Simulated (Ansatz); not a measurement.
# An extra electron or hole in glassy Ga2O3 (130 atoms), part 2 of 4

Does an extra electron or hole in glassy Ga2O3 (130 atoms) stay spread out, or do the atoms trap it?

Ansatz 0.2.0; Kohn-Sham DFT, revPBE, PAW (set soft_1), plane waves; PAW set soft_1.

The cell: 52 Ga and 78 O. The quench rate of 100 K/ps far exceeds what a furnace or splat quench reaches. The network of bonds at the start is that of the classical potential that made the cell. Sampling is at Γ alone, for a cell whose shortest periodic width is 12 Å.

So far. Step 2 (Single point at the start): The r.m.s. force at the start is 0.56 eV/Å. Step 3 (Relaxation): The relaxation converged after 26 steps, 10.1 eV below its start, with a largest force component of 0.036 eV/Å.

## (4) Single point at the relaxed geometry

The electronic structure is read at the final geometry, in a run of its own.

The input, input.yaml:

```yaml
crystal:
  lattice:
    - [11.5152, 0.0, 0.0]
    - [0.0, 11.5152, 0.0]
    - [0.0, 0.0, 11.5152]
  atoms:
    - { symbol: Ga, position: [0.31133, 0.41724, 0.83505] }
    - { symbol: Ga, position: [0.57631, 0.93243, 0.69575] }
    - { symbol: Ga, position: [0.70353, 0.1815, 0.61436] }
    - { symbol: Ga, position: [0.58364, 0.64494, 0.7212] }
    - { symbol: Ga, position: [0.89289, 0.94582, 0.81688] }
    - { symbol: Ga, position: [0.49568, 0.18014, 0.41842] }
    [... 118 atom lines left out ...]
    - { symbol: O, position: [0.33475, 0.04455, 0.07952] }
    - { symbol: O, position: [0.32585, 0.87817, 0.92621] }
    - { symbol: O, position: [0.46435, 0.38312, 0.16843] }
    - { symbol: O, position: [0.37871, 0.13442, 0.84033] }
    - { symbol: O, position: [0.48803, 0.34566, 0.44784] }
    - { symbol: O, position: [0.41349, 0.97124, 0.66767] }
kpoints:
  mp_grid: { grid: [1, 1, 1] }
hamiltonian:
  xc: revpbe
  pseudopotentials: { kind: paw, azcp: { folder: soft_1 } }
scf:
  occupations: { method: fixed }
output:
  forces: true
  stress: true
  populations: intrinsic
  dos:
    method: { smearing: { sigma: 0.15 } }
    de: 0.1
    projected: { site_lists: { Ga: [Ga], O: [O] } }
  eigenvalues: true
  write_density: true
  write_potential: true
  volumetric_format: npy
  elf: true
```

Run with:

```sh
$ ansatz run input.yaml --threads 8 --pin off --max-ram 15872MiB --backend cpu --events-out ev --progress --plain --runs-dir out
```

The log of the run:

```text
[...]
Crystal: 130 atoms, lattice volume = 1526.914 Å³
Basis set: ecut = 420 eV, 29855 PW (Γ), exchange–correlation on 160×160×160 points (8 copies of the dense FFT grid, shifted against one another)
Bands: 702, of which v1, the nominal top of the filled ones, is band 572 counted from 1 (571 counted from 0)
Symmetry: 1 space group operations
[...]
k-points: 1
[...]
SCF iter   1: F=—  HF=-241338.809796 eV  |F-HF|=—  |Δ(HF+E_count)|=         —  Δρ=1.15e-1  dr2=9.88e1  ethr=3.10e-3  ⟨swp⟩=5.0  Hψ=2097  notcnv=0  defer=123
[...]
SCF iter  14: F=-241307.109812 eV  HF=-241307.109812 eV  |F-HF|=1.86e-8  |Δ(HF+E_count)|=   2.65e-7  Δρ=1.31e-6  dr2=2.65e-8  ethr=8.74e-12  ⟨swp⟩=15.0  Hψ=5151  notcnv=0
SCF 1 converged in 14 iterations: F = -241307.109812 eV  dr2 = 2.65e-8
[...]
SCF converged after 14 iterations
Free energy (F): -241307.109812 eV
[...]
Internal energy: -241307.109812 eV  (E = F + TS)
E sigma→0 (E₀):  -241307.109812 eV
Fermi energy:    7.104194 eV
[...]
--- Forces (eV/Å), atoms counted from 1 ---
  atom   1  Ga    -0.01591655    -0.00870734    -0.00207183
  atom   2  Ga    -0.00396047    -0.00880105    -0.01831744
  atom   3  Ga     0.02892106     0.00135912     0.00903671
  atom   4  Ga     0.01359184    -0.00507229    -0.00539637
  atom   5  Ga     0.00854340     0.00106319     0.00475378
  atom   6  Ga    -0.00799386     0.00090264     0.00971779
  atom   7  Ga     0.00375103     0.00155479    -0.00221558
  atom   8  Ga     0.00144332    -0.00679084    -0.00658832
  atom   9  Ga    -0.00474417     0.00088675     0.00187878
  atom  10  Ga    -0.00665760    -0.00368299    -0.00274075
  atom  11  Ga     0.02140583    -0.01541539     0.00345809
  atom  12  Ga    -0.00161805     0.01688409    -0.00116242
  atom  13  Ga    -0.01274675    -0.01135807    -0.00764217
  atom  14  Ga     0.01803067     0.00872125    -0.00852015
[...]
atom 129  O      0.00219761     0.00107479     0.00337971
  atom 130  O      0.01621817    -0.00229696     0.00113482
  max |Σ_I F_I| component: 1.55e-5 eV/Å
--- Stress (GPa, compression-positive) ---
       -2.533928       1.798980       1.675691
        1.798980      -1.381731      -0.167377
        1.675691      -0.167377      -0.122268
  P = ⅓ Tr σ = -1.3460 GPa (-13.460 kbar)
--- Band table (eV) ---
[...]
--- intrinsic populations: 130 sites ---
  site symbol       q [e]
     0     Ga     11.9157
     1     Ga     11.9044
     2     Ga     11.9505
[...]
129      O      6.7105
  spilling = -0.000000 (of n_electrons = 1144.000000)
```

The job ended after 20 s (8 threads of INTEL XEON PLATINUM 8581C at 2.10GHz (Emerald Rapids), shared host; peak memory 2.9 GiB; 2.4 min of CPU time).

Numbers from this run:

| Property | Result |
| --- | --- |
| free energy | -241307.1098 eV |
| free energy per atom | -1856.2085 eV/atom |
| SCF cycles | 14 |
| pressure | -1.346 GPa |
| r.m.s. force component | 0.00883 eV/Å |
| longest force | 0.04293 eV/Å |
| Fermi energy | 7.104 eV |
| gap (highest filled to lowest empty level) | 1.24 eV |

Intrinsic-atomic-orbital charges by element and coordination:

```csv
element,coordination,atoms,mean charge (e),spread,least,most
Ga,all,52,1.06,0.0182,1.03,1.12
Ga,4,17,1.08,0.0154,1.05,1.12
Ga,5,26,1.06,0.0108,1.03,1.08
Ga,6,9,1.04,0.0069,1.03,1.05
O,all,78,-0.708,0.0148,-0.753,-0.672
O,2,2,-0.748,0.0054,-0.753,-0.742
O,3,56,-0.711,0.0101,-0.740,-0.690
O,4,20,-0.695,0.0142,-0.722,-0.672
```

States in the cell by windows of 1 eV, zero at the Fermi level; the larger projections on atomic orbitals stand beside the total:

```csv
from (eV),to (eV),total,O p,Ga p,Ga s
-10,-8,0.0,0.0,0.0,0.0
-8,-7,0.8,0.5,0.0,0.3
-7,-6,44.5,27.1,2.2,13.3
-6,-5,40.8,25.9,2.8,9.6
-5,-4,51.6,37.2,8.8,3.4
-4,-3,71.7,56.1,10.8,2.0
-3,-2,83.3,71.0,8.5,1.0
-2,-1,106.1,98.5,4.1,0.5
-1,0,68.3,66.0,0.8,0.2
0,1,0.9,0.8,0.0,0.0
1,2,1.9,0.1,0.0,1.2
2,3,0.0,0.0,0.0,0.0
3,4,12.2,3.5,2.0,4.4
4,5,28.6,7.8,5.6,11.2
```

With fixed occupations the program's Fermi level is the highest filled level; weight inside the gap is the broadening of levels at its edges.

Between -20 and -10 eV lie 676 more states.

The levels nearest the highest filled one (over half full), pooled over k-points and spins:

```csv
level less the highest filled one (eV),occupation
-0.328,2
-0.301,2
-0.229,2
-0.211,2
-0.14,2
0,2
1.24,0
3.39,0
3.45,0
3.48,0
3.64,0
3.74,0
```

Valence density in the ac plane at fractional y = 0.142, with atoms of Ga and O within 0.2 Å of it. It is the smooth field of the valence electrons, not physical close to the nuclei.

Ten steps, logarithmic in the rise over the least value, from '0' (0 e/Å³) to '9' (25 e/Å³), each cell a mean:
```
01111110000000013676310011110000
00112222111111112454210012210000
00011388522454211222100012210000
00001489624676311111000001100000
00001244323564211110000000000000
00011333111222101110000000000000
33223554212332112221000000000001
89623454225984224432112210001113
89621221125984223432135521122214
34210000012432111111136521122211
12221000012332100000122210111100
13442100025653110011332100000000
13442100125664233223564200000000
12221000012332366423564211011000
12210000000111245312333343111000
12110111100001232100112686210001
22100112111113554200002565200012
53100011244324675200001222100246
64100001599623453100001111001357
43110011488521111000000010000135
24421111123210000000000000000012
49962111011100000000000000000001
48852100000000000121100000000011
13321000000000002454210000000011
```
Columns run along a (11.5 Å), rows up along c (11.5 Å). Atoms in or near the plane, at fractional coordinates: Ga at (0.03, 0.66), Ga at (0.06, 0.08), Ga at (0.36, 0.66), Ga at (0.31, 0.21), Ga at (0.22, 0.86), O at (0.98, 0.23), O at (0.36, 0.49), O at (0.57, 0.97), O at (0.47, 0.26), O at (0.38, 0.84).

Electrostatic potential energy in the ac plane at fractional y = 0.142, with atoms of Ga and O within 0.2 Å of it. With pseudopotentials it is smooth inside the atoms' cores, unlike the true potential.

Values in eV, 13 rows by 16 columns, each cell a mean:
```
 10   9   6   4   6  11  10  10  -6 -21   6  10   7   9  12  12
 12  10   4  26   8  -7 -14   6   4   5  11  11  10  10  12  12
 10   9   4   8   4  -5 -12   7   4   6  11  12  13  13  12  11
  8   4  -5 -14   5   6   5   7   5   9   9   7  11  13  12   4
 27   9   5   4   3  22  18   4  -5   6   3  12   3  11  10   5
  4   4  11  12   9   0   2   9  11  10   3   7   4  11  11   8
  6 -11  10  12   9 -22 -14   3   3   5 -11   2  11  13  14  12
  3   3  11  12  12   5   2  10  13   0 -14  -3   4   8  12  10
 -1   1  10  12  11  10   8  -4   2   9   7   9  22   2  10   8
 -8  10  11   8   8   9  -2 -25  -2  12  10   4   4   7  10 -13
 -8   6  10   5  16  20   4   7  12  13  13  13  12  13  11  -9
 15  18   3  10   6   6  11  13  14  14  13  13  13  13  12   5
  8  10   5  12  13  13  12  12   7  -3  11  11  11  11  12   7
```
Columns run along a (11.5 Å; values clipped at the 3rd and 97th percentile), rows up along c (11.5 Å). Atoms in or near the plane, at fractional coordinates: Ga at (0.03, 0.66), Ga at (0.06, 0.08), Ga at (0.36, 0.66), Ga at (0.31, 0.21), Ga at (0.22, 0.86), O at (0.98, 0.23), O at (0.36, 0.49), O at (0.57, 0.97), O at (0.47, 0.26), O at (0.38, 0.84).

The highest filled and lowest empty levels differ by 1.24 eV (at Γ alone); a semilocal functional tends to put such gaps too low. In a disordered cell it changes from sample to sample, and tail or defect levels can set it. Mean intrinsic-atomic-orbital charges: Ga +1.06, O -0.71 e. The largest share in the top eV of filled states is O p (97 % of the projected weight), and in the lowest eV of empty states Ga s (64 % of the projected weight).

## (5) An extra electron, atoms held

The electron count changes by one with the atoms held: a vertical process, on a uniform background, with spin and a narrow Fermi–Dirac smearing. Its energy against the neutral cell hangs on the program's zero of potential.

The input, input.yaml:

```yaml
crystal:
  lattice:
    - [11.5152, 0.0, 0.0]
    - [0.0, 11.5152, 0.0]
    - [0.0, 0.0, 11.5152]
  atoms:
    [... the 130 atom lines of step 4 ...]
total_charge: -1
kpoints:
  mp_grid: { grid: [1, 1, 1] }
hamiltonian:
  xc: revpbe
  pseudopotentials: { kind: paw, azcp: { folder: soft_1 } }
scf:
  occupations: { method: fermi_dirac, width: 0.01 }
  lower_state_search: "off"
output:
  forces: true
  stress: true
  populations: true
  dos:
    method: { smearing: { sigma: 0.08 } }
    de: 0.1
    projected: { site_lists: { Ga: [Ga], O: [O] } }
  eigenvalues: true
  write_density: true
  write_potential: true
  volumetric_format: npy
magnetization:
  spin_polarized: true
  initial_magnetization: 1
```

The log of the run:

```text
[...]
Crystal: 130 atoms, lattice volume = 1526.914 Å³
Basis set: ecut = 420 eV, 29855 PW (Γ), exchange–correlation on 160×160×160 points (8 copies of the dense FFT grid, shifted against one another)
Bands: 703, of which v1, the nominal top of the filled ones, is band 573 counted from 1 (572 counted from 0)
Symmetry: 1 space group operations
[...]
k-points: 1
[...]
Starting moments: Σ|m| = 1 μB on 130 of 130 sites
[...]
SCF iter   1: F=—  HF=-241327.415689 eV  |F-HF|=—  |Δ(HF+E_count)|=         —  Δρ=5.65e-2 (↑5.47e-2 ↓5.65e-2)  dr2=9.23e1  dr2_m=1.26e-2  M=1.000 μB ∫|m|=1.092 μB  β_m=1.00  ethr=3.10e-3  ⟨swp⟩=6.0  Hψ=4642  notcnv=0  defer=140
[...]
spin=Collinear: Resta preconditioning applied to the charge; magnetization (m = ρ↑ − ρ↓) channel mixes plain (no charge-response kernel on spin).
SCF iter   2: F=—  HF=-241311.099861 eV  |F-HF|=—  |Δ(HF+E_count)|=         —  Δρ=3.68e-2 (↑3.68e-2 ↓3.67e-2)  dr2=4.03e1  dr2_m=1.37e-3  M=0.497 μB ∫|m|=0.611 μB  β_m=0.30  ethr=3.10e-3  ⟨swp⟩=3.0  Hψ=2626  notcnv=0  defer=248
[...]
spin=Collinear: Kerker preconditioning applied to the charge; magnetization (m = ρ↑ − ρ↓) channel mixes plain (no charge-response kernel on spin).
SCF iter   3: F=—  HF=-241305.511055 eV  |F-HF|=—  |Δ(HF+E_count)|=    5.59e0  Δρ=2.65e-2 (↑2.65e-2 ↓2.64e-2)  dr2=2.25e1  dr2_m=8.36e-4  M=0.463 μB ∫|m|=0.571 μB  β_m=0.30  ethr=3.10e-3  ⟨swp⟩=2.0  Hψ=1170  notcnv=0  defer=248
[...]
SCF iter   8: F=—  HF=-241298.724179 eV  |F-HF|=—  |Δ(HF+E_count)|=   3.49e-2  Δρ=8.72e-4 (↑8.72e-4 ↓8.36e-4)  dr2=9.32e-2  dr2_m=8.88e-5  M=0.361 μB ∫|m|=0.446 μB  β_m=0.30  ethr=1.26e-5  ⟨swp⟩=2.0  Hψ=2160  notcnv=0  defer=248
[...]
spin-set hold released at iteration 8 (site moments contracting): the magnetisation degrees of freedom join the quasi-Newton model from the next iteration; the mixer history was flushed
SCF iter   9: F=—  HF=-241298.747802 eV  |F-HF|=—  |Δ(HF+E_count)|=   2.36e-2  Δρ=7.18e-4 (↑7.18e-4 ↓6.88e-4)  dr2=7.99e-2  dr2_m=6.39e-5  M=0.345 μB ∫|m|=0.426 μB  β_m=0.49  ethr=8.14e-6  ⟨swp⟩=2.0  Hψ=1164  notcnv=0  defer=248
[...]
SCF iter  24: F=-241298.783879 eV  HF=-241298.783879 eV  |F-HF|=3.88e-8  |Δ(HF+E_count)|=   2.37e-8  Δρ=5.83e-7 (↑5.41e-7 ↓5.83e-7)  dr2=5.86e-8  dr2_m=7.44e-10  M=0.002 μB ∫|m|=0.003 μB  ethr=8.73e-12  ⟨swp⟩=14.0  Hψ=9635  notcnv=0
WARN: the starting moments were not kept: the SCF closed with an absolute magnetisation of 2.9e-3 μB, where they sum to 1 μB in size (130 sites). That is at most 0.1 of that sum. Measured as dr2_m measures the in/out step, that magnetisation stands 4.0e-8 eV from none, [...]
SCF 1 converged in 24 iterations: F = -241298.783879 eV  dr2 = 5.86e-8
[...]
SCF converged after 24 iterations
Magnetization: 0.0024 μB (572.5012 up, 572.4988 down)
Absolute magnetization: 0.0027 μB (∫|ρ↑−ρ↓|, with the PAW one-centre terms)
[...]
Per-site moments (μB) at R_I (Å): [(5.784903e-6, 0.775655), (6.655092e-6, 0.760475), (1.057077e-5, 0.809160), (8.225830e-6, 0.780200), (6.418124e-6, 0.768651), [...]
Free energy (F): -241298.783879 eV
[...]
Internal energy: -241298.770017 eV  (E = F + TS)
E sigma→0 (E₀):  -241298.776948 eV
Entropy (-TS):   -0.013863 eV (-0.107 meV/atom)
Fermi energy:    8.335653 eV
[...]
--- Forces (eV/Å), atoms counted from 1 ---
  atom   1  Ga    -0.00505120    -0.01849334    -0.03087650
  atom   2  Ga     0.01189557     0.00908875    -0.04542942
  atom   3  Ga     0.04485345     0.00358937     0.02016214
  atom   4  Ga     0.02800424    -0.01339128    -0.02441643
  atom   5  Ga     0.01221882     0.04086039     0.00482521
  atom   6  Ga     0.00038288     0.01308353    -0.02301007
  atom   7  Ga     0.01058928    -0.01636024     0.00248009
  atom   8  Ga     0.00894527    -0.08272666    -0.02588661
  atom   9  Ga    -0.02881689     0.01337154     0.00268781
  atom  10  Ga    -0.00831938    -0.03194928    -0.02457650
  atom  11  Ga     0.02387603     0.00060983    -0.00161664
  atom  12  Ga    -0.01786739     0.06776691    -0.01588661
  atom  13  Ga    -0.03654678    -0.03096112    -0.01394234
  atom  14  Ga    -0.03090765    -0.01708167    -0.03215422
[...]
atom 129  O      0.00952322     0.00650019     0.01418418
  atom 130  O      0.03328090    -0.00772116    -0.00080416
  max |Σ_I F_I| component: 2.91e-5 eV/Å
--- Stress (GPa, compression-positive) ---
       -2.012231       1.766819       1.662705
        1.766819      -0.933838      -0.143486
        1.662705      -0.143486       0.284071
  P = ⅓ Tr σ = -0.8873 GPa (-8.873 kbar)
--- Band table (eV) ---
[...]
--- Löwdin populations: 130 sites ---
  site symbol       q [e]    m [muB]
     0     Ga     11.9212     0.0000
     1     Ga     11.9124     0.0000
     2     Ga     11.9586     0.0000
[...]
129      O      6.6811     0.0000
  spilling = 0.002650 (of n_electrons = 1145.000000)
```

Wall time 48 s (8 threads); peak memory 5.1 GiB; 6 min of CPU time.

The program notes that starting moments were not kept.

An extra electron, atoms held: the energy stands 8.33 eV above that of the reference. An odd electron should give 1 μB; this run ended with the carrier shared between both spins.

The levels nearest the highest filled one (over half full), pooled over k-points and spins:

```csv
level less the highest filled one (eV),occupation
-1.38,1
-1.23,1
-1.23,1
0,0.501
1.0e-4,0.499
2.16,0
2.16,0
2.22,0
```

## (6) An extra electron, atoms relaxed

The atoms now respond to the charge; the energy gained comes from screening by the atoms, from trapping if the charge localises, and from any strain left in the reference.

input.yaml, the sections that differ from step 5:

```yaml
output:
  forces: true
relax:
  f_tol: 0.05
  max_steps: 90
# crystal, total_charge, kpoints, hamiltonian, scf, magnetization: as in step 5
```

The log of the run:

```text
[...]
Crystal: 130 atoms, lattice volume = 1526.914 Å³
Basis set: ecut = 420 eV, 29855 PW (Γ), exchange–correlation on 160×160×160 points (8 copies of the dense FFT grid, shifted against one another)
Bands: 703, of which v1, the nominal top of the filled ones, is band 573 counted from 1 (572 counted from 0)
Symmetry: 1 space group operations
[...]
k-points: 1
[...]
Starting moments: Σ|m| = 1 μB on 130 of 130 sites
[...]
SCF iter   1: F=—  HF=-241327.415689 eV  |F-HF|=—  |Δ(HF+E_count)|=         —  Δρ=5.65e-2 (↑5.47e-2 ↓5.65e-2)  dr2=9.23e1  dr2_m=1.26e-2  M=1.000 μB ∫|m|=1.092 μB  β_m=1.00  ethr=3.10e-3  ⟨swp⟩=6.0  Hψ=4642  notcnv=0  defer=140
[...]
SCF iter   4: F=—  HF=-241297.862777 eV  |F-HF|=—  |Δ(HF+E_count)|=    7.65e0  Δρ=5.86e-3 (↑5.86e-3 ↓5.77e-3)  dr2=2.09e0  dr2_m=4.67e-4  M=0.441 μB ∫|m|=0.545 μB  β_m=0.30  ethr=1.97e-3  ⟨swp⟩=3.0  Hψ=2314  notcnv=0  defer=248
[...]
SCF iter   8: F=—  HF=-241298.724182 eV  |F-HF|=—  |Δ(HF+E_count)|=   3.49e-2  Δρ=8.72e-4 (↑8.72e-4 ↓8.36e-4)  dr2=9.32e-2  dr2_m=8.88e-5  M=0.361 μB ∫|m|=0.446 μB  β_m=0.30  ethr=1.26e-5  ⟨swp⟩=2.0  Hψ=2160  notcnv=0  defer=248
[...]
SCF iter  10: F=—  HF=-241298.783778 eV  |F-HF|=—  |Δ(HF+E_count)|=   3.60e-2  Δρ=3.06e-4 (↑3.06e-4 ↓2.88e-4)  dr2=3.93e-2  dr2_m=1.48e-5  M=0.273 μB ∫|m|=0.337 μB  β_m=0.63  ethr=6.98e-6  ⟨swp⟩=4.0  Hψ=2162  notcnv=0  defer=248
[...]
SCF iter  16: F=—  HF=-241298.783886 eV  |F-HF|=—  |Δ(HF+E_count)|=   7.23e-5  Δρ=1.93e-5 (↑1.83e-5 ↓1.93e-5)  dr2=1.04e-4  dr2_m=9.40e-8  M=0.025 μB ∫|m|=0.030 μB  β_m=0.91  ethr=3.05e-8  ⟨swp⟩=2.0  Hψ=2154  notcnv=0  defer=248
SCF iter  17: F=-241298.783845 eV  HF=-241298.783889 eV  |F-HF|=4.42e-5  |Δ(HF+E_count)|=   2.90e-6  Δρ=1.74e-5 (↑1.74e-5 ↓1.72e-5)  dr2=4.68e-5  dr2_m=4.42e-8  M=0.017 μB ∫|m|=0.021 μB  ethr=5.46e-9  ⟨swp⟩=2.0  Hψ=3664  notcnv=0
[...]
SCF 1 converged in 17 iterations: F = -241298.783845 eV  dr2 = 4.68e-5
[...]
relax step   1: F+E_penalty+E_count = -241298.78384465 eV  Δ(F+E_penalty+E_count) = +0.000e0 eV  max|allowed force component| = 8.256e-2 eV/Å  Δτ_max = 0.0000 Å  (17 SCF iters, dr2 threshold 6.25e-5 eV, accepted)
[...]
relax step   2: F+E_penalty+E_count = -241298.78937031 eV  Δ(F+E_penalty+E_count) = -5.526e-3 eV  max|allowed force component| = 5.872e-2 eV/Å  Δτ_max = 0.0096 Å  (12 SCF iters, accepted)
[...]
relax step   3: F+E_penalty+E_count = -241298.79250271 eV  Δ(F+E_penalty+E_count) = -3.132e-3 eV  max|allowed force component| = 1.901e-2 eV/Å  Δτ_max = 0.0095 Å  (12 SCF iters, accepted)
SCF converged after 12 iterations
Magnetization: 0.0001 μB (572.5000 up, 572.5000 down)
Absolute magnetization: 0.0001 μB (∫|ρ↑−ρ↓|, with the PAW one-centre terms)
[...]
Per-site moments (μB) at R_I (Å): [(1.603608e-7, 0.775739), (1.837724e-7, 0.761487), (2.915414e-7, 0.808054), (2.251220e-7, 0.779977), (1.808001e-7, 0.769430), [...]
Free energy (F): -241298.792503 eV
[...]
Internal energy: -241298.778640 eV  (E = F + TS)
E sigma→0 (E₀):  -241298.785571 eV
Entropy (-TS):   -0.013863 eV (-0.107 meV/atom)
Fermi energy:    8.322959 eV
[...]
Σ components = -241298.792503   (vs F -241298.792503, Δ=0.00e0)
--- Forces (eV/Å), atoms counted from 1 ---
  atom   1  Ga    -0.00165654    -0.00377579    -0.00503090
  atom   2  Ga    -0.00474727    -0.00532238     0.00982028
  atom   3  Ga     0.00172542    -0.00268338     0.00250593
  atom   4  Ga    -0.00316054     0.00345193    -0.00418192
[...]
atom 130  O      0.00070721     0.00252121    -0.00275852
  max |Σ_I F_I| component: 6.74e-5 eV/Å
--- Relaxed structure (3 steps of the walk, 3 accepted, 0 SCFs on fresh bases) ---
  F+E_penalty+E_count = -241298.79250271 eV   max|allowed force component| = 1.901e-2 eV/Å
  atoms:
    - { symbol: Ga, position: [0.311744, 0.417354, 0.834421] }
    - { symbol: Ga, position: [0.576595, 0.932409, 0.695740] }
    - { symbol: Ga, position: [0.703750, 0.181406, 0.614580] }
    - { symbol: Ga, position: [0.583807, 0.644903, 0.721148] }
[...]
- { symbol: O, position: [0.413868, 0.971358, 0.667671] }
```

It took 72 s on 8 threads; peak memory 5 GiB; 9 min of CPU time.

The relaxation converged after 3 steps, 0.00866 eV below its start, with a largest force component of 0.019 eV/Å.

An extra electron, atoms relaxed: the energy stands 8.32 eV above that of the reference. An odd electron should give 1 μB; this run ended with the carrier shared between both spins.

[end of part 2 of 4]

[Long decimals in the printed logs are rounded to 6 places.]

[Logs are printed without paths, hosts, clocks, repeated set-up lines and the standing remarks that a program may print on its own settings, such as how far it seeks lower states.]

[Hosts, paths, dates, database ids (printed as entryN), source tags and the programs' standing remarks are cut or masked in the printed files.]
